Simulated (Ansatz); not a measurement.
# What H2Pb (model cell, started as rutile) distorts into

Which phase does H2Pb (model cell, started as rutile) fall into along its unstable mode, and how much energy does it gain?

Method: DFT PBEsol, scalar-relativistic, plane waves, PAW, in Ansatz 0.2.0.

Most raw output is cut from this account.

The structure was built from a prototype and need not be the compound's stable phase.

### 1. Set-up

It takes space group P4_2/mnm (No. 136, tetragonal). The conventional cell has a = 4.954 Å, b = 4.954 Å, c = 3.759 Å, α = 90.00°, β = 90.00°, γ = 90.00°. Nearest to Pb lie 6 H at 2.21 to 2.28 Å. Nearest to H lie 3 Pb at 2.21 to 2.28 Å. Farther neighbours are not listed.

### 2. Response at finite wavevector

The cell comes from relaxations at this level that are not shown. Stability and thermal properties need the whole zone. Linear response on a 2×2×2 q mesh gives force constants as far as a supercell of that size would.

input.yaml

```yaml
crystal:
  lattice:
    - [4.9543492694, 0.0, 0.0]
    - [0.0, 4.9543492694, 0.0]
    - [0.0, 0.0, 3.7593839155]
  atoms:
    - { symbol: Pb, position: [0.0, 0.0, 0.0] }
    - { symbol: Pb, position: [0.5, 0.5, 0.5] }
    - { symbol: H, position: [0.3153257571, 0.3153257571, 0.0] }
    - { symbol: H, position: [0.6846742429, 0.6846742429, 0.0] }
    - { symbol: H, position: [0.8153257571, 0.1846742429, 0.5] }
    - { symbol: H, position: [0.1846742429, 0.8153257571, 0.5] }
kpoints:
  mp_grid: { grid: [6, 6, 8] }
hamiltonian:
  xc: pbesol
scf:
  occupations: { method: methfessel_paxton, width: 0.15 }
output:
  eigenvalues: true
phonons:
  method: dfpt
  qmesh: [2, 2, 2]
  temperatures: { t_max: 1000, t_step: 50 }
  qpath:
    path:
      - [[0.0, 0.0, 0.0], [0.0, 0.5, 0.0], [0.5, 0.5, 0.0], [0.0, 0.0, 0.0], [0.0, 0.0, 0.5], [0.0, 0.5, 0.5], [0.5, 0.5, 0.5], [0.0, 0.0, 0.5]]
      - [[0.0, 0.5, 0.0], [0.0, 0.5, 0.5]]
      - [[0.5, 0.5, 0.0], [0.5, 0.5, 0.5]]
    npoints: 10
```

Started as:

```
ansatz run input.yaml --threads 8 --pin off --max-ram 14336MiB --backend cpu --events-out ev --progress --plain --runs-dir out
```

Elapsed: 83 s, on 8 threads of Arm Neoverse V1, shared host; peak memory 0.93 GiB; 10 min of CPU time.

Numbers from this step:

| Item | Value |
| --- | --- |
| volume per atom | 15.38 Å³ |
| gap on the k-mesh | 0 eV |
| sum-rule residual before enforcement | 1.73e-5 eV/Å² |
| lowest frequency on the path | -773.3 cm⁻¹ |
| point group | 4/mmm |
| highest frequency on the path or at a solved wavevector | 1069 cm⁻¹ |
| highest optical mode at the zone centre (no LO-TO term) | 1069 cm⁻¹ |
| lowest optical zone-centre mode | -431.2 cm⁻¹ |
| lowest mode on the q mesh (acoustic modes at Γ apart) | -773.3 cm⁻¹ |

Frequencies (cm⁻¹) solved at each irreducible wavevector; negative means imaginary. Frequencies by wavevector, by row:

| q in reciprocal lattice units | star | mode 1 | mode 2 | mode 3 | mode 4 | mode 16 | mode 17 | mode 18 |
| --- | --- | --- | --- | --- | --- | --- | --- | --- |
| 0 0 0 | 1 | -431.2 | -215.4 | 0 | 0 | 718.4 | 959.1 | 1069 |
| 0 0 -0.5 | 1 | -773.3 | -773.3 | -193.8 | -193.8 | 677.8 | 929.7 | 929.7 |
| 0 -0.5 0 | 2 | -209.9 | -209.9 | 37.6 | 37.6 | 752.7 | 899.7 | 899.7 |
| 0 -0.5 -0.5 | 2 | -611.2 | -611.2 | 42.6 | 42.6 | 679.7 | 973.7 | 973.7 |
| -0.5 -0.5 0 | 1 | -309.1 | -309.1 | 11.2 | 11.2 | 730.5 | 998.4 | 998.4 |
| -0.5 -0.5 -0.5 | 1 | -675 | -675 | 43 | 43 | 664.8 | 938.7 | 938.7 |

Interpolated from a 2×2×2 q mesh, rough between the solved points. The phonon branches at the labelled points (cm⁻¹):

| point | branch 1 | branch 2 | branch 3 | branch 4 | branch 15 | branch 16 | branch 17 | branch 18 |
| --- | --- | --- | --- | --- | --- | --- | --- | --- |
| Γ | -431 | -215 | 0 | 0 | 718 | 718 | 959 | 1069 |
| halfway | -360 | -176 | 20 | 30 | 736 | 736 | 918 | 1028 |
| X | -210 | -210 | 38 | 38 | 753 | 753 | 900 | 900 |
| halfway | -264 | -264 | 35 | 35 | 742 | 742 | 965 | 965 |
| M | -309 | -309 | 11 | 11 | 730 | 730 | 998 | 998 |
| halfway | -332 | -199 | 20 | 22 | 735 | 742 | 856 | 1035 |
| Γ | -431 | -215 | 0 | 0 | 718 | 718 | 959 | 1069 |
| halfway | -233 | -233 | 22 | 22 | 567 | 567 | 931 | 1012 |
| Z | -773 | -773 | -194 | -194 | 678 | 678 | 930 | 930 |
| halfway | -698 | -698 | -51 | -51 | 677 | 677 | 955 | 955 |
| R | -611 | -611 | 43 | 43 | 680 | 680 | 974 | 974 |
| halfway | -643 | -643 | 50 | 50 | 673 | 673 | 959 | 959 |
| A | -675 | -675 | 43 | 43 | 665 | 665 | 939 | 939 |
| halfway | -694 | -644 | 48 | 48 | 664 | 695 | 930 | 979 |
| Z | -773 | -773 | -194 | -194 | 678 | 678 | 930 | 930 |
| jump to X | -210 | -210 | 38 | 38 | 753 | 753 | 900 | 900 |
| halfway | 20 | 20 | 50 | 50 | 674 | 674 | 932 | 932 |
| R | -611 | -611 | 43 | 43 | 680 | 680 | 974 | 974 |
| jump to M | -309 | -309 | 11 | 11 | 730 | 730 | 998 | 998 |
| halfway | 11 | 11 | 62 | 62 | 578 | 578 | 964 | 964 |
| A | -675 | -675 | 43 | 43 | 665 | 665 | 939 | 939 |

Symmetry leaves 6 wavevectors to solve. The lowest mode among them, the acoustic zeros apart, lies at q = (0, 0, -0.5) and is imaginary, 773.3i cm⁻¹, so the energy falls along it.

### 3. The mode frozen in, largest atomic shift 0 Å

The mode followed lies at q = (-0.5, -0.5, -0.5) with frequency 675.0i cm⁻¹ and is 2-fold degenerate, one of the unstable modes though not the softest. At small amplitude the distorted cell has space group no. 122 by a symmetry search on the positions. The undistorted cell that holds it gives the zero of energy on the same k mesh.

System of this step: H2Pb (model cell, started as rutile). Symmetry: P4_2/mnm, No. 136, tetragonal system. Conventional cell: a = 4.954 Å, b = 4.954 Å, c = 3.759 Å, α = 90.00°, β = 90.00°, γ = 90.00°. Nearest to Pb lie 6 H at 2.21 to 2.28 Å. Nearest to H lie 3 Pb at 2.21 to 2.28 Å. Farther neighbours are not listed.

input.yaml

```yaml
crystal:
  lattice:
    - [4.9543492694, 0.0, 3.7593839155]
    - [4.9543492694, 0.0, -3.7593839155]
    - [0.0, 4.9543492694, 3.7593839155]
  atoms:
    - { symbol: Pb, position: [0.0, 0.0, 0.0] }
    - { symbol: Pb, position: [0.5, 0.5, 0.0] }
    - { symbol: Pb, position: [0.25, 0.25, 0.5] }
    - { symbol: Pb, position: [0.75, 0.75, 0.5] }
    - { symbol: H, position: [0.0, 0.3153257571, 0.3153257571] }
    - { symbol: H, position: [0.5, 0.8153257571, 0.3153257571] }
    - { symbol: H, position: [0.0, 0.6846742429, 0.6846742429] }
    - { symbol: H, position: [0.5, 0.1846742429, 0.6846742429] }
    - { symbol: H, position: [0.5653257571, 0.25, 0.1846742429] }
    - { symbol: H, position: [0.0653257571, 0.75, 0.1846742429] }
    - { symbol: H, position: [0.9346742429, 0.25, 0.8153257571] }
    - { symbol: H, position: [0.4346742429, 0.75, 0.8153257571] }
kpoints:
  mp_grid: { grid: [6, 6, 6] }
hamiltonian:
  xc: pbesol
scf:
  occupations: { method: methfessel_paxton, width: 0.15 }
output:
  forces: true
  stress: true
  eigenvalues: true
```

The job ended after 2.3 s (8 threads; peak memory 0.78 GiB).

This step gave:

```yaml
pressure: 0.09769 GPa
energy_from_the_undistorted_cell: 0 meV/atom
```

The run ends at a pressure of 0.10 GPa, with forces up to 0.0061 eV/Å.

### 4. The mode frozen in, largest atomic shift 0.45 Å

The atoms are moved along the unstable eigenvector, the largest shift by 0.45 Å, with the cell fixed.

input.yaml

```yaml
crystal:
  lattice:
    - [4.9543492694, 0.0, 3.7593839155]
    - [4.9543492694, 0.0, -3.7593839155]
    - [0.0, 4.9543492694, 3.7593839155]
  atoms:
    - { symbol: Pb, position: [9.44292e-05, 0.0, -9.44292e-05] }
    - { symbol: Pb, position: [0.4999055708, 0.5, 9.44292e-05] }
    - { symbol: Pb, position: [0.25, 0.2499055708, 0.4999055708] }
    - { symbol: Pb, position: [0.75, 0.7500944292, 0.5000944292] }
    - { symbol: H, position: [-0.0569254769, 0.375116405, 0.3124605861] }
    - { symbol: H, position: [0.5569254769, 0.7555351092, 0.3181909281] }
    - { symbol: H, position: [0.0626558189, 0.624883595, 0.6818090719] }
    - { symbol: H, position: [0.4373441811, 0.2444648908, 0.6875394139] }
    - { symbol: H, position: [0.625116405, 0.1873441811, 0.1818090719] }
    - { symbol: H, position: [0.0055351092, 0.8126558189, 0.1875394139] }
    - { symbol: H, position: [0.874883595, 0.3069254769, 0.8124605861] }
    - { symbol: H, position: [0.4944648908, 0.6930745231, 0.8181909281] }
kpoints:
  mp_grid: { grid: [6, 6, 6] }
hamiltonian:
  xc: pbesol
scf:
  occupations: { method: methfessel_paxton, width: 0.15 }
output:
  forces: true
  stress: true
  eigenvalues: true
```

Elapsed: 2.9 s, on 8 threads; peak memory 0.71 GiB; 21 s of CPU time.

Numbers from this step:

```yaml
pressure: 2.795 GPa
gap_on_the_k_mesh: 0.7517 eV
energy_from_the_undistorted_cell: -39.63 meV/atom
```

The energy, extrapolated to zero smearing, is -39.63 meV/atom against the undistorted cell.

The run ends at a pressure of 2.80 GPa, with forces up to 0.67 eV/Å.

### 5. Energy along the mode, all amplitudes (two of the runs are shown above)

An imaginary frequency means negative curvature, so the energy should fall and then rise again as anharmonic terms take over.

Numbers from this step:

```yaml
depth_at_the_lowest_point_sampled: 39.63 meV/atom
largest_atomic_shift_at_that_point: 0.45 Å
```

The energy from the parent by largest atomic shift:

| largest atomic shift (Å) | energy from the parent (meV/atom) |
| --- | --- |
| 0.000 | 0 |
| 0.040 | -1.55 |
| 0.080 | -5.17 |
| 0.140 | -12.2 |
| 0.220 | -23.4 |
| 0.320 | -37.3 |
| 0.450 | -39.6 |
| 0.600 | 1.24 |

Displacement at unit largest shift by atom:

| atom | x (Å) | y (Å) | z (Å) | size |
| --- | --- | --- | --- | --- |
| Pb1 | 0.00 | 0.00 | 0.00 | 0.00 |
| Pb2 | 0.00 | 0.00 | 0.00 | 0.00 |
| Pb3 | 0.00 | 0.00 | 0.00 | 0.00 |
| Pb4 | 0.00 | 0.00 | 0.00 | 0.00 |
| H5 | 0.03 | -0.03 | -1.00 | 1.00 |
| H6 | -0.03 | 0.03 | 1.00 | 1.00 |
| H7 | 0.03 | -0.03 | 1.00 | 1.00 |
| H8 | -0.03 | 0.03 | -1.00 | 1.00 |
| H9 | -0.03 | -0.03 | 1.00 | 1.00 |
| H10 | 0.03 | 0.03 | -1.00 | 1.00 |
| H11 | -0.03 | -0.03 | -1.00 | 1.00 |
| H12 | 0.03 | 0.03 | 1.00 | 1.00 |

The lowest of the steps tried is at 0.45 Å, 39.6 meV/atom below the parent; the bottom of the well need not coincide with a step.

### 6. Relaxing from the distorted cell

Starting from the lowest point found, all atoms and the cell are let go, so that strain and other modes of the same symmetry can join in.

input.yaml: that of step 4 with these lines changed.

```diff
@@ -28 +28,6 @@
   eigenvalues: true
+relax:
+  adjacent_minimum: "off"
+  f_tol: 0.002
+  max_steps: 120
+  cell: { stress_tol: 0.03 }
```

It took 36 s on 8 threads; peak memory 0.8 GiB.

Relaxation path:

| step | energy less that of the first step (eV) | largest force component (eV/Å) | pressure (GPa) | volume (Å³) |
| --- | --- | --- | --- | --- |
| 1 | 0.0000 | 0.4737 | 2.80 | 184.55 |
| 2 | -0.2567 | 0.1925 | -1.23 | 194.73 |
| 3 | -0.3552 | 0.0930 | -0.48 | 188.21 |
| 4 | -0.3889 | 0.0549 | -0.11 | 187.23 |
| 5 | -0.3961 | 0.0051 | -0.03 | 187.16 |
| 6 | -0.3964 | 0.0036 | 0.01 | 187.11 |
| 7 | -0.3965 | 0.0010 | 0.00 | 187.08 |
| 8* | -0.3997 | 0.0011 | 0.01 | 187.08 |
| 9 | -0.3997 | 0.0001 | 0.00 | 187.17 |
| 10* | -0.3998 | 0.0001 | 0.00 | 187.17 |

Relaxation steps marked * repeat the geometry before them on a plane-wave basis chosen anew for their cell, so energy and pressure can jump there.

The run keeps the 8 symmetry operations that it works with, so distortions that break them were not tested.

| conventional cell, symmetrised | before | after | change |
| --- | --- | --- | --- |
| a (Å) | 7.007 | 6.828 | -2.5 % |
| b (Å) | 7.007 | 6.828 | -2.5 % |
| c (Å) | 7.519 | 8.029 | +6.8 % |
| volume (Å³/atom) | 15.38 | 15.60 | +1.4 % |

The atoms that moved most (Å, as changes of fractional coordinates times the final cell):

| atom | dx | dy | dz | length |
| --- | --- | --- | --- | --- |
| H10 | 0.125 | 0.144 | -0.154 | 0.245 |
| H9 | -0.144 | -0.125 | 0.154 | 0.245 |
| H5 | 0.125 | -0.144 | -0.154 | 0.245 |
| H8 | -0.125 | 0.144 | -0.154 | 0.245 |
| H7 | 0.144 | -0.125 | 0.154 | 0.245 |
| H6 | -0.144 | 0.125 | 0.154 | 0.245 |
| H12 | 0.144 | 0.125 | 0.154 | 0.245 |
| H11 | -0.125 | -0.144 | -0.154 | 0.245 |

The relaxed structure:

```
Pb H
1.0
     4.82822    0.00000    4.01449
     4.82822    0.00000   -4.01449
     0.00000    4.82822    4.01449
Pb H
4 8
Direct
  0.02083 0.00000 0.97917
  0.47917 0.50000 0.02083
  0.25000 0.22917 0.47917
  0.75000 0.77083 0.52083
  0.95180 0.39229 0.28255
  0.54820 0.73435 0.34409
  0.10974 0.60771 0.65591
  0.39026 0.26565 0.71745
  0.64229 0.14026 0.15591
  0.98435 0.85974 0.21745
  0.85771 0.29820 0.78255
  0.51565 0.70180 0.84409
```

Numbers from this step:

```
pressure          : 2.30e-4 GPa
volume per atom   : 15.60 Å³
gap on the k-mesh : 0.6725 eV
```

The distorted start has space group I-42d; the relaxation ends in I-42d.

### 7. Summary of results

```
unstable mode of the parent                                                      : q = (-0.5, -0.5, -0.5), 675i cm⁻¹
depth at the lowest point sampled                                                : 39.6 meV/atom
largest atomic shift at that point                                               : 0.45 Å
space group reached (within 0.01 Å)                                              : I-42d
energy gained over the parent (first relaxation, on the mesh of the frozen mode) : 73.0 meV/atom
volume per atom, phase reached                                                   : 15.6 Å³
gap on the k-mesh, phase reached                                                 : 0.672 eV
```

**Reading.** Along this mode the structure falls into I-42d, 73.0 meV/atom below the parent. At the parent's cell the well is 39.63 meV/atom deep on the steps tried, with its lowest point at a shift of 0.45 Å. Relaxing atoms and cell changes the gain by +33.32 meV/atom against the lowest step (energies at zero smearing). The modes of the phase reached were not computed on this path. Of the 6 patterns followed to their end from this parent, this one ends 15.7 meV/atom above the lowest, P4_32_12. Each path keeps the symmetry of its pattern, so a lower phase may lie along a pattern not tried. The q mesh stands for a supercell only 7.5 Å across, so branches between the solved wavevectors are rough. With no gap, or one that is small against the smearing, the frequencies hang on the k mesh and the smearing, most of all near Kohn anomalies. Spin-orbit coupling is left out, which can matter for the heavy elements here. The starting cell was built on a prototype and not taken from a measurement, so the phase need not exist.

[Logs are printed without paths, hosts, clocks, repeated set-up lines and the standing remarks that a program may print on its own settings, such as how far it seeks lower states.]

[Hosts, paths, dates, database ids (printed as entryN), source tags and the programs' standing remarks are cut or masked in the printed files.]
